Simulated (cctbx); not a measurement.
# Diagnosing a refinement

Cell a = 6.5880 Å, b = 11.4330 Å, c = 6.5460 Å, α = 90.00°, β = 110.10°, γ = 90.00°; space group C2/m (no. 12).

Simulated single-crystal data (cctbx): Mo Kα, λ = 0.71073 Å, to d = 0.65 Å, 70 % of the full sphere, strongest reflection 40000 counts, noise from counting, a 6 % proportional error and a noise floor of 8 counts (s.d.); no absorption, and some extinction, which the refinements don't model.

An anisotropic refinement with weights 1/σ² prints:

```text
Rint 0.042, 904 unique reflections to 0.65 A
cycle     R1     wR2    GooF  max shift (A)
   1  0.3360  0.6829  13.292   0.18103
   6  0.0346  0.0824   1.603   0.00001
final R1 0.0346 wR2 0.0824 GooF 1.603  parameters 33  data/parameter 27.4
atom        x        y        z      Ueq    occ   su(xyz)  su(Uiso or U11)
Sb1    0.50000  0.16726  0.00000   0.0004  1.000  0.00002  0.0002  NPD
Hg1    0.00000  0.00000  0.00000   0.0020  1.000  0.00000  0.0002
S1     0.74567  0.17158  0.76790   0.0136  1.000  0.00034  0.0008
S2     0.73262  0.00000  0.23534   0.0100  1.000  0.00034  0.0006
Li1    0.50000  0.00000  0.50000   0.0191  1.000  0.00000  0.0106
Li2    0.50000  0.34083  0.50000   0.0142  1.000  0.00104  0.0089
difference map: max 8.55 min -3.34 rms 0.62
Q1    0.0000  0.3343  0.0000    4    8.55  0.02 A from Sb1
Q2    0.0000  0.0000  0.0000    2    6.32  0.00 A from Hg1
Q3    0.0044  0.3349  0.1871    8    1.49  1.22 A from Sb1
Q4    0.9975  0.0000  0.2005    4    1.37  1.32 A from Hg1
Q5    0.0758  0.2480  0.5821    8    1.31  1.18 A from Li2
Q6    0.0940  0.1336  0.8716    8    1.27  1.94 A from Hg1
```

Q: Accept it or mend it, and why?

Mend it. The fault: elements exchanged: Hg1 is Sb and Sb1 is Hg. Against the right model at the same level, R1 goes from 0.0190 to 0.0346 and GooF from 0.97 to 1.60, U of Sb1 shrinks from 0.0038 to 0.0004 Å², U of Hg1 shrinks from 0.0063 to 0.0020 Å², the top difference peak, 8.6 e/Å³, lies on Sb1 and Sb1 goes non-positive-definite. Hg1 has 29 electrons too many, yet its U moves the other way: dispersion, the scale or a false minimum can outweigh the electron count; Sb1 has 29 electrons too few and its U shrinks to make up, as expected.

The compound is Li3Hg2SbS6. The right model at the same level gives:

```text
Rint 0.042, 904 unique reflections to 0.65 A
cycle     R1     wR2    GooF  max shift (A)
   1  0.0202  0.0539   1.048   0.00182
   2  0.0190  0.0498   0.968   0.00010
final R1 0.0190 wR2 0.0498 GooF 0.968  parameters 33  data/parameter 27.4
atom        x        y        z      Ueq    occ   su(xyz)  su(Uiso or U11)
Hg1    0.50000  0.16629  0.00000   0.0038  1.000  0.00001  0.0001
Sb1    0.00000  0.00000  0.00000   0.0063  1.000  0.00000  0.0002
S1     0.76123  0.16161  0.76564   0.0089  1.000  0.00020  0.0004
S2     0.76174  0.00000  0.23114   0.0095  1.000  0.00022  0.0004
Li1    0.50000  0.00000  0.50000   0.0153  1.000  0.00000  0.0061
Li2    0.50000  0.32510  0.50000   0.0151  1.000  0.00074  0.0056
difference map: max 1.39 min -1.58 rms 0.34
Q1    0.1978  0.0000  0.6304    4    1.44  0.85 A from S2
Q2    0.1738  0.2886  0.3919    8    1.38  1.91 A from S1
Q3    0.0103  0.0000  0.1792    4    1.31  1.15 A from Sb1
Q4    0.1016  0.4684  0.8706    8    1.26  1.98 A from Hg1
Q5    0.1816  0.0489  0.3822    8    1.22  1.73 A from S1
Q6    0.0617  0.0797  0.5716    8    1.22  1.20 A from Li2
```

The model was made for the exercise: a known structure type with other elements put in, its volume estimated, not relaxed; displacement parameters are assumed.

[Middle refinement cycles are left out of these outputs.]

[Logs are printed without paths, hosts, clocks, repeated set-up lines and the standing remarks that a program may print on its own settings, such as how far it seeks lower states.]
